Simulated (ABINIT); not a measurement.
# CdSe (F-43m): G0W0 in ABINIT against the bands in the self-energy

Wanted: the cheapest bands in the self-energy that holds the gap of CdSe (F-43m).

Calculated with ABINIT 10.8.3; PBE and many-body steps on it, plane waves.

Most raw output is cut from this account.

### 1. The structure

It takes space group F-43m (No. 216, cubic). The conventional cell has a = 6.141 Å, b = 6.141 Å, c = 6.141 Å, α = 90.00°, β = 90.00°, γ = 90.00°. Cd has 4 Se at 2.66 Å nearest. Nearest to Se lie 4 Cd at 2.66 Å. Farther neighbours and most contacts between anions are not listed.

Coordinates:

```cif
data_structure
_symmetry_space_group_name_H-M 'F-43m'
_symmetry_Int_Tables_number 216
_cell_length_a 6.1405
_cell_length_b 6.1405
_cell_length_c 6.1405
_cell_angle_alpha 90.000
_cell_angle_beta 90.000
_cell_angle_gamma 90.000
_cell_volume 231.54
loop_
_atom_site_label
_atom_site_type_symbol
_atom_site_symmetry_multiplicity
_atom_site_Wyckoff_symbol
_atom_site_fract_x
_atom_site_fract_y
_atom_site_fract_z
_atom_site_occupancy
Cd1 Cd 4 a 0.00000 0.00000 0.00000 1
Se1 Se 4 c 0.25000 0.25000 0.25000 1
```

The cell and positions are those that the Materials Project relaxed with its own functionals (PBE, PBE+U or r2SCAN), kept fixed.

### 2. Screening, 4×4×4 mesh, 284 bands, screening to 217.7 eV

This step: ABINIT 10.8.3; RPA screening on PBE, plane waves, norm-conserving pseudopotentials.

The RPA dielectric matrix is built and inverted for each q.

run.abi

```
acell 3*1.0 Angstrom
rprim 
  -0.000000000000 3.070271198600 3.070271198600
  3.070271198600 -0.000000000000 3.070271198600
  3.070271198600 3.070271198600 0.000000000000
ntypat 2
znucl 48 34
natom 2
typat 1 2
xred 
  0.000000000000 0.000000000000 0.000000000000
  0.750000000000 0.750000000000 0.750000000000
pp_dirpath "pseudos"
pseudos "Cd.upf, Se.upf"
ecut 47
ngkpt 4 4 4
nshiftk 1
shiftk 0 0 0
kptopt 1
chksymbreak 0
istwfk *1
occopt 1
irdwfk 1
optdriver 3
nband 284
ecuteps 8
inclvkb 2
awtr 1
symchi 1
indata_prefix "in"
outdata_prefix "out"
tmpdata_prefix "tmp"
```

Started as:

```
$ OMP_NUM_THREADS=1 mpirun -n 8 abinit run.abi > log
```

Wall time 2 min (8 MPI ranks of AMD EPYC 7R43, shared host); peak memory 3.7 GiB; 16 min of CPU time.

This step gave:

| Item | Value |
| --- | --- |
| ε∞ with local fields, on this mesh, along the program's q direction | 55.65 |
| the same without local fields | 57.61 |
| plasma frequency | 29.28 eV |
| plane waves in the screening matrix | 411 |

Local fields lower ε∞ by 3 %.

### 3. 26 bands

This step: G0W0 on PBE, plane waves, norm-conserving pseudopotentials.

run.abi, as its differences from that of step 2:

```diff
@@ -23,8 +23,15 @@
 irdwfk 1
-optdriver 3
-nband 284
+optdriver 4
+nband 26
+gwcalctyp 0
+ecutsigx 47
+symsigma 1
+nkptgw 1
+kptgw 
+  0.0000000000 0.0000000000 0.0000000000
+bdgw 
+  16 22
 ecuteps 8
-inclvkb 2
-awtr 1
-symchi 1
+irdscr 1
+ppmodel 1
 indata_prefix "in"
```

Wall time 6 s (8 MPI ranks); peak memory 1.2 GiB; 45 s of CPU time.

Numbers from this step:

- G0W0 gap on the points computed: 1.427 eV
- starting gap on the mesh: 0.5475 eV
- k of the valence top: 0, 0, 0
- k of the conduction bottom: 0, 0, 0
- Z at the valence top: 0.805
- Z at the conduction bottom: 0.824
- least direct G0W0 gap on the computed points: 1.427 eV

### 4. 41 bands

run.abi, as its differences from that of step 3:

```diff
@@ -24,3 +24,3 @@
 optdriver 4
-nband 26
+nband 41
 gwcalctyp 0
```

Run time: 6.6 s. Hardware: 8 MPI ranks; peak memory 1.9 GiB.

This step gave:

```yaml
g0w0_gap_on_the_points_computed: 1.523 eV
starting_gap_on_the_mesh: 0.5475 eV
k_of_the_valence_top: 0, 0, 0
k_of_the_conduction_bottom: 0, 0, 0
z_at_the_valence_top: 0.795
z_at_the_conduction_bottom: 0.816
least_direct_g0w0_gap_on_the_computed_points: 1.523 eV
```

### 5. 85 bands

The self-energy is evaluated for the states that the input lists, and the levels follow from it, in one-shot runs by the linearised quasiparticle equation.

run.abi, as its differences from that of step 4:

```diff
@@ -24,3 +24,3 @@
 optdriver 4
-nband 41
+nband 85
 gwcalctyp 0
```

The job ended after 11 s (8 MPI ranks; peak memory 2.1 GiB; 81 s of CPU time).

This step gave:

- G0W0 gap on the points computed: 1.607 eV
- starting gap on the mesh: 0.5475 eV
- k of the valence top: 0, 0, 0
- k of the conduction bottom: 0, 0, 0
- least direct G0W0 gap on the computed points: 1.607 eV

The gap on the mesh goes from 0.55 eV to 1.61 eV, a correction of +1.06 eV.

### 6. 173 bands

run.abi, as its differences from that of step 5:

```diff
@@ -24,3 +24,3 @@
 optdriver 4
-nband 85
+nband 173
 gwcalctyp 0
```

It took 15 s on 8 MPI ranks; peak memory 2.5 GiB.

Numbers from this step:

```yaml
g0w0_gap_on_the_points_computed: 1.675 eV
starting_gap_on_the_mesh: 0.5475 eV
k_of_the_valence_top: 0, 0, 0
k_of_the_conduction_bottom: 0, 0, 0
least_direct_g0w0_gap_on_the_computed_points: 1.675 eV
```

Against the run before, the gap moves by +0.068 eV.

### 7. 284 bands

run.abi, as its differences from that of step 6:

```diff
@@ -24,3 +24,3 @@
 optdriver 4
-nband 173
+nband 284
 gwcalctyp 0
```

Run time: 22 s. Hardware: 8 MPI ranks; peak memory 3.4 GiB; 2.8 min of CPU time.

This step gave:

```yaml
g0w0_gap_on_the_points_computed: 1.699 eV
starting_gap_on_the_mesh: 0.5475 eV
k_of_the_valence_top: 0, 0, 0
k_of_the_conduction_bottom: 0, 0, 0
least_direct_g0w0_gap_on_the_computed_points: 1.699 eV
```

Against the run before, the gap moves by +0.024 eV.

### 8. The runs together

Times are wall times on 8 MPI ranks of AMD EPYC 7R43, shared host, good to a factor of about two. A run's time includes the screening step that it read.

```tsv
run	mesh	bands	screening cutoff (eV)	DFT gap (eV)	gap on the mesh (eV)	direct (eV)	ε∞ used	time
26 bands	4×4×4	26	217.7	0.547	1.427	1.427	55.65	2.1 min
41 bands	4×4×4	41	217.7	0.547	1.523	1.523	55.65	2.1 min
85 bands	4×4×4	85	217.7	0.547	1.607	1.607	55.65	2.2 min
173 bands	4×4×4	173	217.7	0.547	1.675	1.675	55.65	2.2 min
284 bands	4×4×4	284	217.7	0.547	1.699	1.699	55.65	2.4 min
```

### 9. Outcome

* 26 bands: 1.427 eV
* 41 bands: 1.523 eV
* 85 bands: 1.607 eV
* 173 bands: 1.675 eV
* 284 bands: 1.699 eV
* known limits: not at the basis limit; exchange with frozen shells missing; mesh may overstate the screening; no spin-orbit coupling; coarse k mesh

In words: The setting moved: bands in the self-energy. From 26 bands to 284 bands the gap moves by +0.27 eV. The last step still moves it by +0.024 eV. Bands and screening cutoff are coupled, so a series along one setting does not show full convergence. Bands and cutoff are finite, so the gap is not at the basis limit. The miss can reach some tenths of an eV and take either sign; the mesh is an error of its own. In the first G0W0 run levels were corrected at 1 k point alone, so a gap called «on the mesh» is the least over those, and an edge elsewhere would be missed. The 4×4×4 mesh is coarse for this cell, which bears on the long-range parts of exchange and screening. The norm-conserving file of at least one element keeps a d shell over frozen s and p shells of the same row. Exchange with those shells is missing from the self-energy, an error of 0.3 to 0.9 eV in cases checked, whose sign depends on which edge lies on those atoms. For the PBE start: The RPA ε∞ on this mesh reaches over 25; with a narrow direct gap a coarse mesh can overstate it, and the correction is then too small. The many-body steps are scalar-relativistic: spin-orbit coupling is not in them.

[Paths, hosts, dates, memory and timing lines, banners, echoed tables and standing remarks are left out of the program output.]

[Logs are printed without paths, hosts, clocks, repeated set-up lines and the standing remarks that a program may print on its own settings, such as how far it seeks lower states.]

[Runs of the session that timed out or met a known fault of the program may be left out.]

[No measured gap is set beside runs whose start may be inverted or whose files or cutoffs have a known fault.]

[Hosts, paths, dates, database ids (printed as entryN), source tags and the programs' standing remarks are cut or masked in the printed files.]

[G0W0 gaps are taken among the corrected bands and points alone; a level outside them can change the order at an edge.]

[Where Ansatz stands beside ABINIT at settings called matched, ABINIT's density can come from a denser mesh and the files from another edition; pairs whose starting gaps differed by over 0.03 eV were left out, so agreement reads better than it is.]
